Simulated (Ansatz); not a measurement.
# Changed inputs in constrained RPA: KCrCl3 (P4mm), part 2 of 2

Aim: hold the target of a cRPA run on KCrCl3 (P4mm) and move one thing at a time.

Ansatz 0.2.0; constrained RPA on LDA, plane waves, PAW.

So far. Step 4 (Changed: accuracy low): On the Cr d shell, screening brings the on-site interaction from 17.2 eV down to U = 4.53 eV. Step 7 (Changed: r2SCAN): On the Cr d shell, screening brings the on-site interaction from 17.8 eV down to U = 5.11 eV.

## Step 8: Changed: volume +3 %

This step: constrained RPA on LDA, plane waves, PAW.

The cell differs from the one that the last finished run ended in (a 4.978 → 5.027 Å, b 4.978 → 5.027 Å, c 4.971 → 5.020 Å).

input.yaml

```yaml
crystal:
  lattice:
    - [0.0, 0.0, -5.0272095422]
    - [0.0, -5.0272095422, 0.0]
    - [-5.0198332206, 0.0, 0.0]
  atoms:
    - { symbol: K, position: [0.0, 0.0, 0.996758] }
    - { symbol: Cr, position: [0.5, 0.5, 0.48507] }
    - { symbol: Cl, position: [0.5, 0.0, 0.485365] }
    - { symbol: Cl, position: [0.5, 0.5, 0.985042] }
    - { symbol: Cl, position: [0.0, 0.5, 0.485365] }
kpoints:
  mp_grid: { grid: [8, 8, 8] }
hamiltonian:
  xc: lda
scf:
  occupations: { method: gaussian, width: 0.08 }
  n_extra_bands: 19
  max_iter: 150
output:
  crpa:
    kmesh: [4, 4, 4]
    target_bands: [v2, c3]
    projections: [{ species: Cr, l: d, shell: 3 }]
  local_orbitals:
    kmesh: [8, 8, 8]
    orbitals: [{ species: Cr, l: d, shell: 3 }]
    window: { bands: [v2, c3] }
    seedname: lo
```

Command:

```bash
ansatz run input.yaml --threads 4 --pin off --max-ram 9216MiB --backend cpu --events-out ev --progress --plain --runs-dir out
```

Numbers of over 12 decimals in the logs are rounded to 6 here.

Log:

```text
[...]
Crystal: 5 atoms, lattice volume = 126.865 Å³
Basis set: ecut = 420 eV, 2517 PW (Γ)
Bands: 41, of which v1, the nominal top of the filled ones, is band 22 counted from 1 (21 counted from 0)
Symmetry: 8 space group operations
[...]
k-points: 75 of 512 (time reversal used)
[...]
χ-basis size per q: N_G = 446..480
[...]
screened: U = 4.6032 eV, U' = 3.6836 eV, J = 0.4540 eV
      screened d-shell averages: U_bar = F0 = 3.8675 eV, J_bar = 0.6379 eV
      screened, to within: U = 1.3e-2 eV, U' = 1.3e-2 eV, J = 6.0e-4 eV
      screened d-shell averages, to within: U_bar = 1.2e-2 eV, J_bar = 8.4e-4 eV
      bare: V = 17.3437 eV, V' = 16.1585 eV, J = 0.5756 eV
      bare d-shell averages: V_bar = F0 = 16.3956 eV, J_bar = 0.8127 eV
[...]
[key lines of the parts left out:]
SCF converged after 10 iterations
Free energy (F): -7955.601255 eV
Fermi energy:    5.144406 eV
```

The job ended after 7.6 min (4 threads of Arm Neoverse V1, shared host; peak memory 0.81 GiB; 29 min of CPU time).

This step gave:

```yaml
u: 4.603 eV
u_prime_inter_orbital: 3.684 eV
j: 0.4540 eV
bare_v: 17.34 eV
bare_j: 0.5756 eV
stated_bound_on_u: 0.01293 eV
u_over_bare_v: 0.2654
electrons_in_the_window: 4.000
head_of_the_constrained_inverse_dielectric_matrix: 0.3144
least_eigenvalue_of_the_projection_s_overlap: 0.6834
target_functions: 5
bands_in_the_sums: 50
r_m_s_miss_of_the_model_bands: 1.20e-4 eV
width_of_the_target_bands: 2.599 eV
weight_of_the_projected_orbitals_in_the_window: 0.8565
```

On the Cr d shell, screening brings the on-site interaction from 17.3 eV down to U = 4.60 eV.

## Step 9: Changed: potentials

This step: constrained RPA on LDA, plane waves, norm-conserving pseudopotentials.

input.yaml: that of step 8 with these lines changed.

```diff
@@ -2,5 +2,5 @@
   lattice:
-    - [0.0, 0.0, -5.0272095422]
-    - [0.0, -5.0272095422, 0.0]
-    - [-5.0198332206, 0.0, 0.0]
+    - [0.0, 0.0, -4.97792]
+    - [0.0, -4.97792, 0.0]
+    - [-4.970616, 0.0, 0.0]
   atoms:
@@ -15,2 +15,3 @@
   xc: lda
+  pseudopotentials: { kind: nc }
 scf:
@@ -24,6 +25 @@
     projections: [{ species: Cr, l: d, shell: 3 }]
-  local_orbitals:
-    kmesh: [8, 8, 8]
-    orbitals: [{ species: Cr, l: d, shell: 3 }]
-    window: { bands: [v2, c3] }
-    seedname: lo
```

Log:

```text
[...]
Crystal: 5 atoms, lattice volume = 123.170 Å³
Basis set: ecut = 1278.935154 eV, 12893 PW (Γ)
Bands: 41, of which v1, the nominal top of the filled ones, is band 22 counted from 1 (21 counted from 0)
Symmetry: 8 space group operations
[...]
k-points: 75 of 512 (time reversal used)
[...]
χ-basis size per q: N_G = 428..466
[...]
screened: U = 4.5551 eV, U' = 3.6483 eV, J = 0.4467 eV
      screened d-shell averages: U_bar = F0 = 3.8297 eV, J_bar = 0.6280 eV
      screened, to within: U = 1.5e-2 eV, U' = 1.5e-2 eV, J = 7.6e-4 eV
      screened d-shell averages, to within: U_bar = 1.4e-2 eV, J_bar = 1.1e-3 eV
      bare: V = 17.2022 eV, V' = 16.0285 eV, J = 0.5688 eV
      bare d-shell averages: V_bar = F0 = 16.2633 eV, J_bar = 0.8035 eV
[...]
[key lines of the parts left out:]
SCF converged after 11 iterations
Free energy (F): -4577.380433 eV
Fermi energy:    5.541684 eV
```

The job ended after 24 min (4 threads; peak memory 2.2 GiB).

Numbers from this step:

```
U                                                 : 4.555 eV
U prime (inter-orbital)                           : 3.648 eV
J                                                 : 0.4467 eV
bare V                                            : 17.20 eV
bare J                                            : 0.5688 eV
stated bound on U                                 : 0.01423 eV
U over bare V                                     : 0.2648
electrons in the window                           : 4.000
head of the constrained inverse dielectric matrix : 0.3109
least eigenvalue of the projection's overlap      : 0.6776
target functions                                  : 5
bands in the sums                                 : 50
width of the target bands                         : 2.751 eV
weight of the projected orbitals in the window    : 0.8519
```

On the Cr d shell, screening brings the on-site interaction from 17.2 eV down to U = 4.56 eV.

## Step 10: Side by side

Times are wall times on 4 threads of Arm Neoverse V1, shared host, good to a factor of about two.

```
          run  bare V (eV)  U (eV)  J (eV)  bound on U (eV)  width (eV)     time
target window        17.24   4.550   0.450           0.0160        2.76  6.5 min
   2×2×2 mesh        17.68   5.087   0.463           0.0168        2.76     35 s
 accuracy low        17.24   4.532   0.450           0.0982        2.76  4.3 min
       r2SCAN        17.85   5.115   0.482           0.0166        3.44    8 min
  volume +3 %        17.34   4.603   0.454           0.0129        2.60  7.6 min
   potentials        17.20   4.555   0.447           0.0142        2.75   24 min
```

## Step 11: Outcome

- target window: U 4.55 eV, J 0.45 eV
- 2×2×2 mesh: U 5.09 eV, J 0.46 eV
- accuracy low: U 4.53 eV, J 0.45 eV
- r2SCAN: U 5.11 eV, J 0.48 eV
- volume +3 %: U 4.60 eV, J 0.45 eV
- potentials: U 4.56 eV, J 0.45 eV

In words: 2×2×2 mesh moves U by +0.54 eV at 0.090 times the time. Accuracy low moves U by −0.02 eV (within the solver's bounds, for the mean over orbitals). r2SCAN moves U by +0.56 eV. Volume +3 % moves U by +0.05 eV. Potentials moves U by +0.01 eV (within the solver's bounds, for the mean over orbitals) at 3.7 times the time. The printed bound covers the solver alone, not the mesh, and no denser mesh than the base was run. The parent state is non-magnetic and the interaction static (zero frequency); U depends on the window and the orbitals, so it belongs to this model alone.

[Paths, hosts, dates, memory and timing lines, banners, echoed tables and standing remarks are left out of the program output.]

[Logs are printed without paths, hosts, clocks, repeated set-up lines and the standing remarks that a program may print on its own settings, such as how far it seeks lower states.]

[Runs of the session that timed out or met a known fault of the program may be left out.]

[Hosts, paths, dates, database ids (printed as entryN), source tags and the programs' standing remarks are cut or masked in the printed files.]
